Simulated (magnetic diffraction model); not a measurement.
# Which magnetic order? Cd3Co2O7

Space group Cmc2_1 (no. 36), a = 19.0240 Å, b = 5.1970 Å, c = 5.2290 Å.

| site | atom | x | y | z |
| --- | --- | --- | --- | --- |
| 8b | Cd | 0.1896 | 0.7600 | 0.7049 |
| 4a | Cd | 0 | 0.7520 | 0.6753 |
| 8b | Co | 0.1002 | 0.7583 | 0.1919 |
| 8b | O | 0.1912 | 0.7847 | 0.1890 |
| 8b | O | 0.1068 | 0.5309 | 0.4741 |
| 8b | O | 0.0887 | 0.0286 | 0.4013 |
| 4a | O | 0 | 0.7077 | 0.1985 |

This is a made-up structure (elements placed in a structure type, unrelaxed), so the numbers test the method and describe no known phase.

Only Co is taken to order (form factors of Co4+); orders and moment sizes are assumed, and not adapted to the symmetry. Radiation: neutrons of λ = 2.36 Å (absorption by Cd left out), 8° to 45°; isotropic B of 0.43 Å² (Cd), 0.62 Å² (Co) and 0.66 Å² (O). Simulated constant-wavelength pattern: nuclear and magnetic terms add, the magnetic one as |2.695 fm × Σ f S⊥ exp(2πi Q·r) exp(−B s²)|², summed over all Q at one angle with the factor 1/(sin²θ cos θ). For collinear order S is the moment m, which repeats by lattice and centring translations R with the sign exp(−2πi k·R). Free-ion form factors, Sears's scattering lengths of 1992, no absorption; a label names one of the reflections at its angle. The strongest nuclear line in the range is 100, and lines under 0.2 are left out.

Above the ordering temperature:

| 2θ (°) | index | I |
| --- | --- | --- |
| 14.25 | (2 0 0) | 84.6 |
| 27.23 | (1 1 0) | 1.1 |
| 28.73 | (4 0 0) | 100.0 |
| 34.14 | (3 1 0) | 0.7 |
| 38.06 | (1 1 1) | 54.2 |
| 43.47 | (3 1 1) | 9.3 |
| 43.70 | (6 0 0) | 0.9 |

Below it (cell unchanged):

| 2θ (°) | I |
| --- | --- |
| 14.25 | 84.6 |
| 21.45 | 142.7 |
| 27.23 | 1.1 |
| 28.73 | 100.0 |
| 29.99 | 2.2 |
| 34.14 | 0.7 |
| 38.06 | 54.2 |
| 39.31 | 0.3 |
| 40.16 | 901.5 |
| 43.47 | 9.3 |
| 43.70 | 0.9 |

**Question.** Find the propagation vector, then choose among these models:
A. collinear moments along [111], 4.7 μB on Co; signs + at (0.1002, 0.7583, 0.1919), − at (0.3998, 0.2583, 0.1919), − at (0.3998, 0.7417, 0.6919), + at (0.1002, 0.2417, 0.6919)
B. collinear moments along [100], 4.7 μB on Co; signs + at (0.1002, 0.7583, 0.1919), + at (0.3998, 0.2583, 0.1919), + at (0.3998, 0.7417, 0.6919), + at (0.1002, 0.2417, 0.6919)
C. collinear moments along [100], 4.7 μB on Co; signs + at (0.1002, 0.7583, 0.1919), − at (0.3998, 0.2583, 0.1919), − at (0.3998, 0.7417, 0.6919), + at (0.1002, 0.2417, 0.6919)
D. collinear moments along [111], 4.7 μB on Co; signs + at (0.1002, 0.7583, 0.1919), + at (0.3998, 0.2583, 0.1919), + at (0.3998, 0.7417, 0.6919), + at (0.1002, 0.2417, 0.6919)

The new lines index as (3 0 0) at 21.45°, (2 1 0) at 29.99° and (2 1 1) at 40.16°, that is as H ± k with k = (0 1 0). The indices are whole but break the lattice centring, so the moments reverse under a centring translation, those with k·t a half-integer. Below the range, at 7.11°, lies the magnetic line (1 0 0) with 526.

Magnetic intensity, observed (below minus above) and for each model:

| 2θ (°) | index | observed | A | B | C | D |
| --- | --- | --- | --- | --- | --- | --- |
| 21.45 | (3 0 0) | 142.7 | 15.4 | <0.2 | <0.2 | 142.7 |
| 26.25 | (0 1 0) | <0.2 | 2.0 | <0.2 | 2.1 | <0.2 |
| 29.99 | (2 1 0) | 2.2 | 0.2 | 2.2 | 0.2 | 2.2 |
| 36.13 | (5 0 0) | <0.2 | 50.2 | <0.2 | <0.2 | <0.2 |
| 37.34 | (0 1 1) | <0.2 | 664.6 | <0.2 | 711.1 | <0.2 |
| 39.31 | (4 1 0) | 0.3 | 0.6 | 0.3 | 0.5 | 0.3 |
| 40.16 | (2 1 1) | 901.5 | 93.5 | 944.6 | 98.0 | 901.5 |

Model D matches.

The absence at (5 0 0) is telling: the sublattices cancel there.

The structure used: k = (0 1 0), collinear moments along [111], 4.7 μB on Co; signs + at (0.1002, 0.7583, 0.1919), + at (0.3998, 0.2583, 0.1919), + at (0.3998, 0.7417, 0.6919), + at (0.1002, 0.2417, 0.6919).
